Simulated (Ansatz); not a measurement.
# How fast states decay through Y2SBr2O, part 2 of 2

Wanted: the relaxed cell of Y2SBr2O, its band edges and its decay constants. It is built by putting S for part of the O in the YBrO structure of space group R-3m, with the volume rescaled by atomic radii. The parent structure comes from the Materials Project.

Ansatz 0.2.0; r2SCAN DFT, plane waves, PAW files (the session's first sound run).

So far, gap on path (eV): step 3 (band edges, r2SCAN) 2.08; step 6 (LDA, cutoff 420 eV) 1.61.

The structure was built from a prototype and need not be the compound's stable phase.

## (7) Complex bands at another level, cutoff 420 eV

This step: LDA DFT, plane waves, PAW files; complex bands by layer matching along the plane's normal (Ansatz 0.2.0).

The complex bands at that level, over its own gap, at (0, 0) and (-0.5, 0).

Contents of input.yaml:

```yaml
crystal:
  lattice:
    - [11.692114543, 0.0, 0.0]
    - [0.637710473, 3.808634027, 0.0]
    - [0.637710473, 1.850928496, 3.328626872]
  atoms:
    - { symbol: "Y", position: [0.2074636495, 0.2641787835, 0.2641787835] }
    - { symbol: "Y", position: [0.8219939715, 0.7260020095, 0.7260020095] }
    - { symbol: Br, position: [0.6491195278, 0.1169601574, 0.1169601574] }
    - { symbol: Br, position: [0.3687278652, 0.8770907116, 0.8770907116] }
    - { symbol: O, position: [0.8618582252, 0.3793805916, 0.3793805916] }
    - { symbol: S, position: [0.0908367611, 0.6363877463, 0.6363877463] }
kpoints:
  mp_grid: { grid: [8, 8, 8] }
scf:
  occupations: { method: fixed }
hamiltonian:
  xc: lda
output:
  eigenvalues: true
  transmission:
    leads: [[0, 0]]
    kpoints: [[0.0, 0.0], [-0.5, 0.0]]
    e_range: [-1.0, 2.61]
    de: 0.07
```

Command:

```console
$ ansatz run input.yaml --threads 2 --pin off --max-ram 4096MiB --backend cpu --events-out ev --progress --plain --runs-dir out
```

Run time: 2.2 min. Hardware: 2 threads of Arm Neoverse V2, shared host; peak memory 1.2 GiB.

This step gave:

```
level to which the leads are filled                       : 0.8040 eV from the Fermi level
decay constant at the filling level, zone centre          : 0.2407 Å⁻¹
decay constant at the filling level, slowest listed point : 0.2407 Å⁻¹
```

K parallel (0, 0); values up to 1.5 1/Å, a degenerate pair printed once or twice; energies at which all values exceed this have no row. Im kz of the slowest decaying states against energy, zero at the highest filled level on the SCF mesh:

```csv
energy (eV),decay 1 (Å⁻¹),decay 2 (Å⁻¹),decay 3 (Å⁻¹),decay 4 (Å⁻¹)
-1.00,0.134,0.184,0.321,0.358
-0.79,0.0610,0.220,0.250,0.374
-0.65,0.238,0.288,0.373,0.399
-0.44,0.218,0.259,0.364,0.426
-0.30,0.271,0.367,0.438,0.458
-0.09,0.0840,0.292,0.399,0.452
-0.02,0.241,0.320,0.410,0.455
0.05,0.0736,0.145,0.279,0.420
0.26,0.154,0.296,0.310,0.446
0.40,0.184,0.301,0.370,0.459
0.61,0.217,0.307,0.434,0.460
0.82,0.241,0.310,0.460,0.474
0.96,0.253,0.311,0.452,0.477
1.17,0.267,0.312,0.439,0.474
1.31,0.273,0.312,0.428,0.443
1.52,0.231,0.278,0.311,0.408
1.66,0.278,0.311,0.392,0.449
1.87,0.274,0.309,0.361,0.429
2.01,0.269,0.307,0.334,0.412
2.22,0.257,0.284,0.301,0.383
2.36,0.237,0.247,0.295,0.363
2.57,0.121,0.232,0.280,0.332
```

K parallel (0, 0). The Re kz of states that move upwards by energy, zero at the highest filled level on the SCF mesh:

```csv
energy (eV),channel 1 (Å⁻¹),channel 2 (Å⁻¹),channel 3 (Å⁻¹)
-1.00,-0.640,-0.466,0.535
-0.93,-0.384,-,-
-0.79,-0.323,-,-
-0.72,-0.804,-0.299,-
-0.58,-0.646,-0.256,-
-0.51,-0.581,-0.234,-
-0.44,-0.519,-0.213,-
-0.30,-0.514,-0.402,-0.166
-0.23,-0.401,-0.342,-0.138
-0.16,-0.286,-0.277,-0.101
-0.02,-0.0929,-0.0499,-
0.05,-,-,-
0.19,-,-,-
0.26,-,-,-
0.33,-,-,-
0.47,-,-,-
0.54,-,-,-
0.61,-,-,-
0.75,-,-,-
0.82,-,-,-
0.96,-,-,-
1.03,-,-,-
1.10,-,-,-
1.24,-,-,-
1.31,-,-,-
1.38,-,-,-
1.52,-,-,-
1.59,-,-,-
1.73,-0.696,-,-
1.80,-0.631,-,-
1.87,-0.577,-,-
2.01,-0.481,-,-
2.08,-0.437,-,-
2.15,-0.393,-,-
2.29,-0.303,-,-
2.36,-0.257,-,-
2.50,-0.158,-,-
2.57,-0.100,-,-
```

K parallel (-0.5, 0); values up to 1.5 1/Å, a degenerate pair printed once or twice; energies at which all values exceed this have no row. The Im kz of the slowest decaying states by energy, zero at the highest filled level on the SCF mesh:

```csv
energy (eV),decay 1 (Å⁻¹),decay 2 (Å⁻¹),decay 3 (Å⁻¹),decay 4 (Å⁻¹)
-1.00,0.145,0.174,0.233,0.246
-0.79,0.0590,0.203,0.297,0.320
-0.65,0.214,0.323,0.333,0.396
-0.44,0.211,0.237,0.316,0.352
-0.30,0.144,0.362,0.435,0.452
-0.09,0.346,0.400,0.411,0.448
-0.02,0.325,0.411,0.431,0.451
0.05,0.0808,0.147,0.317,0.414
0.26,0.170,0.311,0.314,0.425
0.40,0.203,0.310,0.378,0.431
0.61,0.240,0.310,0.440,0.447
0.82,0.268,0.309,0.445,0.457
0.96,0.284,0.306,0.434,0.447
1.17,0.302,0.382,0.444,0.447
1.31,0.306,0.329,0.432,0.445
1.52,0.189,0.300,0.316,0.410
1.66,0.293,0.325,0.393,0.432
1.87,0.280,0.334,0.362,0.417
2.01,0.271,0.335,0.339,0.404
2.22,0.252,0.284,0.345,0.381
2.36,0.237,0.238,0.348,0.362
2.57,0.121,0.210,0.328,0.352
```

K parallel (-0.5, 0). Re kz of states that move upwards against energy, zero at the highest filled level on the SCF mesh:

```csv
energy (eV),channel 1 (Å⁻¹),channel 2 (Å⁻¹),channel 3 (Å⁻¹)
-1.00,-0.461,-,-
-0.93,-0.397,-,-
-0.79,-0.319,-,-
-0.72,-0.769,-0.289,-
-0.58,-0.613,-0.232,-
-0.51,-0.549,-0.202,-
-0.44,-0.489,-0.167,-
-0.30,-0.549,-0.374,-
-0.23,-0.315,-0.299,-
-0.16,-0.251,-0.149,-
-0.02,-0.0651,-0.0247,-
0.05,-,-,-
0.19,-,-,-
0.26,-,-,-
0.33,-,-,-
0.47,-,-,-
0.54,-,-,-
0.61,-,-,-
0.75,-,-,-
0.82,-,-,-
0.96,-,-,-
1.03,-,-,-
1.10,-,-,-
1.24,-,-,-
1.31,-,-,-
1.38,-,-,-
1.52,-,-,-
1.59,-,-,-
1.73,-0.682,-,-
1.80,-0.617,-,-
1.87,-0.560,-,-
2.01,-0.459,-,-
2.08,-0.411,-,-
2.15,-0.364,-,-
2.29,-0.273,-,-
2.36,-0.227,-,-
2.50,-0.130,-,-
2.57,-0.0742,-,-
```

At the listed wavevectors the last open channel is at -0.02 eV and the next at +1.66 eV on the grid. At +0.82 eV, the grid energy nearest the filling level (the middle of the gap on the SCF mesh), the slowest state at the listed wavevectors decays with κ = 0.241 Å⁻¹, its amplitude falling by e over 4.2 Å; the first such run, plane (101), gave 0.276 Å⁻¹.

## (8) Results

| Quantity | Value |
| --- | --- |
| band gap | 2.08 eV |
| least decay constant at mid-gap, normal to (101) | 0.276 Å⁻¹ |
| least decay constant at mid-gap, normal to (001) | 0.298 Å⁻¹ |
| least decay constant, LDA | 0.241 Å⁻¹ |

What this shows: With r2SCAN, the slowest decay at the wavevectors tried is κ = 0.276 Å⁻¹, normal to (101). Through such a film the transmission near mid-gap falls as exp(−2κd), a factor of ten every 4.2 Å. The directions tried decay at nearly the same rate. A free electron under a barrier of half the gap would need a mass of 0.28 mₑ to decay at this rate. With LDA the gap goes from 2.08 to 1.61 eV and the decay constant, over the first 2 listed wavevectors, from 0.276 to 0.241 Å⁻¹. The compound is made up by substitution; its stability against other phases and against distortions of the cell's symmetry was not tested. r2SCAN still narrows gaps, if less than LDA and GGA do, so real decay constants are likely larger.

[Logs are printed without paths, hosts, clocks, repeated set-up lines and the standing remarks that a program may print on its own settings, such as how far it seeks lower states.]

[Hosts, paths, dates, database ids (printed as entryN), source tags and the programs' standing remarks are cut or masked in the printed files.]
